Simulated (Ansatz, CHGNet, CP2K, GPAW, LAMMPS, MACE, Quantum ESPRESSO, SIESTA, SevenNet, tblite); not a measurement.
## Running amorphous 59Ga2O3-41P2O5 (mol %) (64 atoms) with CP2K

Aim: run amorphous 59Ga2O3-41P2O5 (mol %) (64 atoms) in CP2K and see how near its forces come to a plane-wave reference, and at what cost.

Program: CP2K 2026.2. Level of theory: the method is named at each step. Values are calculated unless marked as measured.

## 1. The system as given

The cell holds 64 atoms: 13 Ga, 9 P and 42 O. Cell: a = 9.037 Å, b = 9.037 Å, c = 9.037 Å, α = 90.0°, β = 90.0°, γ = 90.0°. 64 atoms (13 Fe, 9 P, 42 O) placed at random at 3.33 g/cm³, melted at 5000 K for 10 ps at fixed volume with the Morse and Coulomb pair potential with partial charges (Pedone, Malavasi, Menziani, Cormack and Segre, J. Phys. Chem. B 110, 11780 (2006)). Quenched from 5000 K to 300 K at 100 K/ps and fixed volume, held 10 ps at zero pressure, then minimised at fixed cell. Then Fe was replaced by Ga and the cell scaled by 1.005 (the potential has no terms for the new elements, so the cell is a start for a DFT relaxation).

The yardstick, on the same geometry:

| Item | Value |
| --- | --- |
| method | Kohn-Sham DFT, PBE, PAW, plane waves (Ansatz 0.2.0); cutoff 420 eV, Γ point, fermi-dirac smearing of 0.05 eV; PAW set soft_2 |
| r.m.s. force component | 1.009 eV/Å |
| longest force | 3.385 eV/Å |
| pressure | -0.8518 GPa |
| gap (highest filled to lowest empty level) | 1.385 eV |
| SCF cycles | 10 |
| time | 4.5 s on 8 threads of Arm Neoverse V2, shared host |
| CPU time | 30 s |

## 2. PBE, DZVP-MOLOPT-SR, 600/50 Ry, OT CG

Method: Kohn-Sham DFT, PBE, GTH-PBE pseudopotentials, Gaussian and plane waves, DZVP-MOLOPT-SR-GTH, orbital transformation.

Input file input.inp:

```
&GLOBAL
  PROJECT cell
  RUN_TYPE ENERGY_FORCE
  PRINT_LEVEL LOW
&END GLOBAL
&FORCE_EVAL
  METHOD QS
  STRESS_TENSOR ANALYTICAL
  &DFT
    BASIS_SET_FILE_NAME BASIS_MOLOPT
    POTENTIAL_FILE_NAME GTH_POTENTIALS
    &MGRID
      CUTOFF 600
      REL_CUTOFF 50
      NGRIDS 5
    &END MGRID
    &QS
      EPS_DEFAULT 1.0E-12
    &END QS
    &SCF
      SCF_GUESS ATOMIC
      EPS_SCF 1.0E-06
      MAX_SCF 30
      &OT
        MINIMIZER CG
        PRECONDITIONER FULL_ALL
        ENERGY_GAP 0.001
      &END OT
      &OUTER_SCF
        EPS_SCF 1.0E-06
        MAX_SCF 8
      &END OUTER_SCF
      &PRINT
        &RESTART OFF
        &END RESTART
      &END PRINT
    &END SCF
    &XC
      &XC_FUNCTIONAL PBE
      &END XC_FUNCTIONAL
    &END XC
    &PRINT
      &MULLIKEN ON
      &END MULLIKEN
      &LOWDIN ON
      &END LOWDIN
      &MO_CUBES
        NHOMO 1
        NLUMO 4
        WRITE_CUBE F
      &END MO_CUBES
    &END PRINT
  &END DFT
  &SUBSYS
    &CELL
      A 9.03743 0.00000 0.00000
      B 0.00000 9.03743 0.00000
      C 0.00000 0.00000 9.03743
    &END CELL
    &TOPOLOGY
      COORD_FILE_NAME structure.xyz
      COORD_FILE_FORMAT XYZ
    &END TOPOLOGY
    &KIND Ga
      BASIS_SET DZVP-MOLOPT-SR-GTH-q13
      POTENTIAL GTH-PBE-q13
    &END KIND
    &KIND P
      BASIS_SET DZVP-MOLOPT-SR-GTH-q5
      POTENTIAL GTH-PBE-q5
    &END KIND
    &KIND O
      BASIS_SET DZVP-MOLOPT-SR-GTH-q6
      POTENTIAL GTH-PBE-q6
    &END KIND
  &END SUBSYS
  &PRINT
    &FORCES ON
    &END FORCES
    &STRESS_TENSOR ON
    &END STRESS_TENSOR
  &END PRINT
&END FORCE_EVAL
```

Input file structure.xyz:

```xyz
64

Ga 1.44554 6.65209 6.27758
Ga 2.95723 0.27673 2.17621
Ga 0.61590 1.54540 4.64940
Ga 5.10832 6.04767 5.34916
Ga 5.02987 1.89578 7.52140
Ga 0.38418 4.19481 8.62695
Ga 4.42906 7.38250 8.08407
Ga 8.28497 8.81402 2.33979
Ga 1.66433 3.87679 3.08294
Ga 2.16971 0.79349 7.70956
Ga 4.84424 2.63965 3.91420
Ga 3.86043 8.92898 5.14935
Ga 6.10515 4.69820 8.73549
P 7.65154 3.14864 2.11376
P 5.46295 7.03871 2.14314
P 7.59126 8.31923 5.57754
P 1.61878 7.04721 0.11758
P 1.62240 6.76560 3.32677
P 3.30589 3.06062 0.90410
P 7.92944 0.71161 8.34860
P 2.71096 3.74791 6.11500
P 7.39443 3.93300 6.07116
O 1.88783 3.54999 0.60307
O 6.31283 3.21389 2.82628
O 7.65217 3.76174 0.69145
O 2.06876 5.76651 2.27409
O 4.49712 3.56102 0.10800
O 3.47778 3.32180 2.41390
O 4.82662 6.43555 3.39265
O 8.17228 0.22006 4.51474
O 7.97119 1.66334 2.00242
O 4.07272 0.12490 7.58340
O 6.29177 3.43386 7.03546
O 1.46768 7.89700 7.84169
O 2.96925 6.40284 8.82044
O 7.68308 0.08884 6.92846
O 5.90171 5.93669 1.17613
O 8.84394 3.81389 2.80260
O 5.62553 6.07930 7.46817
O 6.56922 1.33700 8.61104
O 1.79086 8.15429 1.13483
O 8.34715 4.53561 7.09547
O 3.97050 4.25699 5.42869
O 0.14550 1.60197 8.15962
O 3.51538 7.10993 6.05670
O 2.53762 7.92339 3.67335
O 1.45765 1.45774 2.93057
O 6.62426 7.90802 2.56555
O 1.87563 0.54577 5.76895
O 6.13027 7.92131 5.42951
O 4.53851 7.92357 1.28368
O 8.22768 8.65894 0.31007
O 8.15773 2.78967 5.41143
O 4.96191 1.64707 5.60158
O 2.97765 2.62989 7.13342
O 6.72349 4.88690 5.11799
[... 4 atom lines left out ...]
O 4.24958 0.87274 3.38470
O 8.62704 7.22262 5.80745
O 1.93808 4.77583 6.91553
O 3.20648 1.55417 0.63370
```

Started as:

```
$ OMP_NUM_THREADS=1 mpirun -np 4 cp2k.psmp -i input.inp > output.txt
```

Output:

```text
CP2K| version string:                                       CP2K version 2026.2
 CP2K| Input file name                                                 input.inp
 GLOBAL| Basis set file name                                        BASIS_MOLOPT
 GLOBAL| Potential file name                                      GTH_POTENTIALS
 GLOBAL| Run type                                                   ENERGY_FORCE
 GLOBAL| Total number of message passing processes                             4
 GLOBAL| Number of threads for this process                                    1
 TOTAL NUMBERS AND MAXIMUM NUMBERS
  Total number of            - Atomic kinds:                                   3
                             - Atoms:                                         64
                             - Shell sets:                                    64
                             - Shells:                                       346
                             - Primitive Cartesian functions:                324
                             - Cartesian basis functions:                   1104
                             - Spherical basis functions:                    988
  Maximum angular momentum of- Orbital basis functions:                        3
                             - Local part of the GTH pseudopotential:          2
                             - Non-local part of the GTH pseudopotential:      4
 SCF PARAMETERS         Density guess:                                    ATOMIC
                        max_scf:                                              30
                        eps_scf:                                        1.00E-06
                        Outer loop SCF in use
                        eps_scf                                         1.00E-06
                        max_scf                                                8
 Extrapolation method: initial_guess
 Number of electrons:                                                        466
[... lines left out ...]
  Step     Update method      Time    Convergence         Total energy    Change
[... lines left out ...]
  Hartree energy:                                             832.446241
  Exchange-correlation energy:                               -298.633106
  Total energy:                                             -1703.491768
  outer SCF iter =    1 RMS gradient =   0.67E-04 energy =      -1703.4917682047
  ----------------------------------- OT ---------------------------------------
  Minimizer      : CG                  : conjugate gradient
  Preconditioner : FULL_ALL            : diagonalization, state selective
  Precond_solver : DEFAULT
  Line search    : 2PNT                : 2 energies, one gradient
  stepsize       :    0.15000000                  energy_gap     :    0.00100000
  eps_taylor     :   0.10000E-15                  max_taylor     :             4
  ----------------------------------- OT ---------------------------------------
  Step     Update method      Time    Convergence         Total energy    Change
[...]
- OT LS       0.82E-01    1.0                    -1703.4921633230
     4 OT CG       0.82E-01    2.8     0.00000269     -1703.4921633478 -6.05E-07
     - OT LS       0.12E+00    1.0                    -1703.4921634367
     5 OT CG       0.12E+00    2.8     0.00000082     -1703.4921634455 -9.77E-08
  *** SCF run converged in     5 steps ***
  Electronic density on regular grids:       -465.9999999999        0.0000000001
  Core density on regular grids:              465.9999999997       -0.0000000003
  Total charge density on r-space grids:       -0.0000000002
  Total charge density g-space grids:          -0.0000000002
  Overlap energy of the core charge distribution:               2.09108e-06
  Self energy of the core charge distribution:              -3156.529371
  Core Hamiltonian energy:                                    919.240775
  Hartree energy:                                             832.433476
  Exchange-correlation energy:                               -298.637045
  Total energy:                                             -1703.492163
  outer SCF iter =    2 RMS gradient =   0.82E-06 energy =      -1703.4921634455
  outer SCF loop converged in   2 iterations or   68 steps
 !-----------------------------------------------------------------------------!
                     Mulliken Population Analysis
 #  Atom  Element  Kind  Atomic population                           Net charge
       1     Ga       1         12.115844                              0.884156
       2     Ga       1         12.190014                              0.809986
       3     Ga       1         12.180124                              0.819876
[...]
# Total charge                            466.000000                  0.000000
 !-----------------------------------------------------------------------------!
 LOWDIN POPULATION ANALYSIS
 #  Atom  Element  Kind  Atomic population                           Net charge
[...]
63     O        3          6.280727                             -0.280727
      64     O        3          6.247815                             -0.247815
 # Total charge                            466.000000                  0.000000
  Eigenvalues of the occupied subspace spin            1
      -0.68412199     -0.67357780     -0.66310828     -0.65578017
      -0.64977632     -0.64142068     -0.63656285     -0.61646566
      -0.60108764     -0.59974266     -0.59104956     -0.58686280
[...]
0.12622706      0.13025265      0.13466469      0.14496233
       0.14627543
 Fermi Energy [eV] :    3.980357
  Using OT eigensolver for additional unoccupied orbitals spin            1
  Lowest Eigenvalues of the unoccupied subspace spin            1
 OT| Eigensolver reached convergence in 167 iterations
       0.19312520      0.24243011      0.25730525      0.25861334
 HOMO - LUMO gap [eV] :    1.274847
 ENERGY| Total FORCE_EVAL ( QS ) energy [hartree]          -1703.492163
 FORCES| Atomic forces [hartree/bohr]
 FORCES|   Atom     x               y               z               |f|
 FORCES|      1  1.49959232E-03  1.09966326E-02 -2.14442095E-02   2.41459898E-02
 FORCES|      2 -4.96621306E-03 -6.79674857E-03  1.33529532E-02   1.57848162E-02
 FORCES|      3  1.52585389E-02 -1.26961807E-02  9.16764826E-03   2.18646241E-02
[...]
FORCES|     63 -2.15690317E-02  3.23359002E-02  1.81567840E-02   4.29010766E-02
 FORCES|     64  5.48125691E-04 -3.97609531E-02 -8.35971235E-03   4.06339590E-02
 FORCES| Sum     2.20040161E-03  3.14024370E-04 -1.23754959E-03
 FORCES| Total atomic force                                       2.54399441E-03
 STRESS| Analytical stress tensor [bar]
 STRESS|                        x                   y                   z
 STRESS|      x       -1.63457032223E+04   6.75205622032E+03   1.13227319196E+04
 STRESS|      y        6.75205622032E+03   9.06877140936E+03   1.25787740513E+04
 STRESS|      z        1.13227319196E+04   1.25787740513E+04   2.43475919304E+04
 STRESS| 1/3 Trace                                             5.69022003918E+03
```

The job ended after 2.4 min (4 MPI ranks of Arm Neoverse V2, shared host; peak memory 2.4 GiB).

Banners and routine set-up lines are dropped from the logs; longer cuts are marked.

Compared with the plane-wave run:

* r.m.s. force component: 1.038 eV/Å
* r.m.s. difference of force components: 88.59 meV/Å
* longest difference of force vectors: 335.4 meV/Å
* force difference over r.m.s. force: 8.781 %
* slope of forces against the reference's: 1.025
* correlation of force components: 0.9967
* gap (highest filled to lowest empty level): 1.275 eV
* gap difference: -0.1105 eV
* pressure: 0.569 GPa
* pressure difference: 1.421 GPa

Length of the force difference by element (eV/Å):

| element | atoms | mean | most |
| --- | --- | --- | --- |
| Ga | 13 | 0.19 | 0.34 |
| O | 42 | 0.12 | 0.26 |
| P | 9 | 0.16 | 0.29 |

A closer look about P20, picked at random: 13 atoms, nearest first, numbered in the order of the input, with positions taken from that point.

| atom | x | y | z | distance (Å) | bonds | Mulliken charge (e) | Fx | Fy | Fz (eV/Å) |
| --- | --- | --- | --- | --- | --- | --- | --- | --- | --- |
| P20 | 0.00 | 0.00 | 0.00 | 0.00 | 4 | 0.80 | 0.02 | -0.50 | 0.28 |
| O52 | 0.30 | -1.09 | 1.00 | 1.51 | 2 | -0.40 | 0.10 | -0.95 | 1.11 |
| O40 | -1.36 | 0.63 | 0.26 | 1.52 | 2 | -0.40 | -1.36 | 0.99 | 0.41 |
| O44 | 1.25 | 0.89 | -0.19 | 1.55 | 2 | -0.50 | 1.48 | 1.26 | -0.04 |
| O36 | -0.25 | -0.62 | -1.42 | 1.57 | 2 | -0.31 | -0.25 | 0.19 | -0.47 |
| O31 | 0.04 | 0.95 | 2.69 | 2.85 | 2 | -0.38 | 0.03 | -1.03 | -0.18 |
| P16 | -0.34 | -1.43 | -2.77 | 3.14 | 4 | 0.86 | 1.68 | -1.34 | 1.48 |
| Ga8 | 0.36 | -0.94 | 3.03 | 3.19 | 5 | 0.84 | -0.95 | -0.42 | -0.70 |
| O34 | 2.58 | -1.85 | -0.51 | 3.21 | 3 | -0.43 | -1.16 | 1.04 | -2.38 |
| Ga5 | -2.90 | 1.18 | -0.83 | 3.24 | 6 | 0.85 | 1.14 | -0.43 | -1.22 |
| Ga10 | 3.28 | 0.08 | -0.64 | 3.34 | 6 | 0.86 | -0.82 | -0.42 | -1.38 |
| O25 | -0.28 | 3.05 | 1.38 | 3.36 | 3 | -0.49 | -0.40 | 1.44 | -2.60 |
| O33 | -1.64 | 2.72 | -1.31 | 3.44 | 3 | -0.45 | -2.26 | -0.52 | 2.56 |

Forces lie 8.8 % from the reference's, at 19 times its CPU time (on 4 against 8 cores); the SCF took 68 steps, which the time reflects.

## 3. PBE, SZV-MOLOPT-SR, 600/50 Ry, OT CG

Method: Kohn-Sham DFT, PBE, GTH-PBE pseudopotentials, Gaussian and plane waves, SZV-MOLOPT-SR-GTH, orbital transformation.

Edit input.inp of step 2 so:

```diff
@@ -59,8 +59,31 @@
     &END CELL
-    &TOPOLOGY
-      COORD_FILE_NAME structure.xyz
-      COORD_FILE_FORMAT XYZ
-    &END TOPOLOGY
+    &COORD
+      Ga 1.44554 6.65209 6.27758
+      Ga 2.95723 0.27673 2.17621
+      Ga 0.61590 1.54540 4.64940
+      Ga 5.10832 6.04767 5.34916
+      Ga 5.02987 1.89578 7.52140
+      Ga 0.38418 4.19481 8.62695
+      Ga 4.42906 7.38250 8.08407
+      Ga 8.28497 8.81402 2.33979
+      Ga 1.66433 3.87679 3.08294
+      Ga 2.16971 0.79349 7.70956
+      Ga 4.84424 2.63965 3.91420
+      Ga 3.86043 8.92898 5.14935
+      Ga 6.10515 4.69820 8.73549
+      P 7.65154 3.14864 2.11376
+      P 5.46295 7.03871 2.14314
+      P 7.59126 8.31923 5.57754
+      P 1.61878 7.04721 0.11758
+      P 1.62240 6.76560 3.32677
+      P 3.30589 3.06062 0.90410
+      P 7.92944 0.71161 8.34860
+[... 40 atom lines left out ...]
+      O 4.24958 0.87274 3.38470
+      O 8.62704 7.22262 5.80745
+      O 1.93808 4.77583 6.91553
+      O 3.20648 1.55417 0.63370
+    &END COORD
     &KIND Ga
-      BASIS_SET DZVP-MOLOPT-SR-GTH-q13
+      BASIS_SET SZV-MOLOPT-SR-GTH-q13
       POTENTIAL GTH-PBE-q13
@@ -68,3 +91,3 @@
     &KIND P
-      BASIS_SET DZVP-MOLOPT-SR-GTH-q5
+      BASIS_SET SZV-MOLOPT-SR-GTH-q5
       POTENTIAL GTH-PBE-q5
@@ -72,3 +95,3 @@
     &KIND O
-      BASIS_SET DZVP-MOLOPT-SR-GTH-q6
+      BASIS_SET SZV-MOLOPT-SR-GTH-q6
       POTENTIAL GTH-PBE-q6
```

Started as:

```
$ OMP_NUM_THREADS=2 cp2k.psmp -i input.inp > output.txt
```

Output:

```text
CP2K| version string:                                       CP2K version 2026.2
 CP2K| Input file name                                                 input.inp
 GLOBAL| Basis set file name                                        BASIS_MOLOPT
 GLOBAL| Potential file name                                      GTH_POTENTIALS
[... lines left out ...]
  Total energy:                                             -1698.376273
[... lines left out ...]
  Step     Update method      Time    Convergence         Total energy    Change
[... lines left out ...]
  *** SCF run converged in     7 steps ***
[... lines left out ...]
  Total energy:                                             -1698.379182
[... lines left out ...]
  outer SCF loop converged in   2 iterations or   72 steps
[... lines left out ...]
 Fermi Energy [eV] :    5.655720
[... lines left out ...]
 OT| Eigensolver reached convergence in 71 iterations
[... lines left out ...]
 ENERGY| Total FORCE_EVAL ( QS ) energy [hartree]          -1698.379182
[... lines left out ...]
 FORCES|      1 -8.83754678E-03  3.83332573E-03 -2.27744946E-02   2.47280049E-02
 FORCES|      2 -1.14712304E-02 -1.93371849E-02 -3.96054666E-03   2.28298440E-02
 FORCES|      3 -3.86706969E-04 -1.12933801E-03  1.98318963E-02   1.98677894E-02
[...]
FORCES|     63 -1.02524597E-01  1.38099631E-01  1.01778232E-01   1.99853971E-01
 FORCES|     64 -1.30621593E-02 -1.77054303E-01 -3.37151451E-02   1.80708487E-01
 FORCES| Sum     2.45051234E-03 -7.17827165E-04 -1.65465666E-04
 FORCES| Total atomic force                                       2.55884065E-03
 STRESS| Analytical stress tensor [bar]
 STRESS|                        x                   y                   z
 STRESS|      x        3.14272964079E+05   9.30127380194E+03   3.60514903660E+03
 STRESS|      y        9.30127380194E+03   3.21739442242E+05   3.82164471938E+03
 STRESS|      z        3.60514903660E+03   3.82164471938E+03   3.43499383317E+05
 STRESS| 1/3 Trace                                             3.26503929879E+05
```

Run time: 2.6 min. Hardware: 2 threads; peak memory 1 GiB.

Against the reference:

- r.m.s. force component: 3.97 eV/Å
- r.m.s. difference of force components: 3182 meV/Å
- longest difference of force vectors: 8331 meV/Å
- force difference over r.m.s. force: 315.4 %
- slope of forces against the reference's: 3.267
- correlation of force components: 0.8303
- gap (highest filled to lowest empty level): 0.6329 eV
- gap difference: -0.7524 eV
- pressure: 32.65 GPa
- pressure difference: 33.5 GPa

This is a coarse setting, run to see what it loses.

Against the first run (8.8 %), the force difference from the reference is 315 %, at 0.50 times the CPU time (on 2 against 4 cores), with 321 basis functions against 988: the smaller basis costs accuracy.

The difference per atom is largest on O (6.2 eV/Å on average, against 1.5 on P).

(Continued in part 2 of 3.)

[Long decimals in the printed logs are rounded to 6 places.]

[Also dropped from logs without a mark: lines with file paths, logging warnings of Python, QE's lines on negative density and diagonalisation, SIESTA's first energy breakdown, zero terms and Voronoi charges.]

[Logs are printed without paths, hosts, clocks, repeated set-up lines and the standing remarks that a program may print on its own settings, such as how far it seeks lower states.]

[Hosts, paths, dates, database ids (printed as entryN), source tags and the programs' standing remarks are cut or masked in the printed files.]

[Most failed runs of this program on this cell are left out, timed-out ones always.]
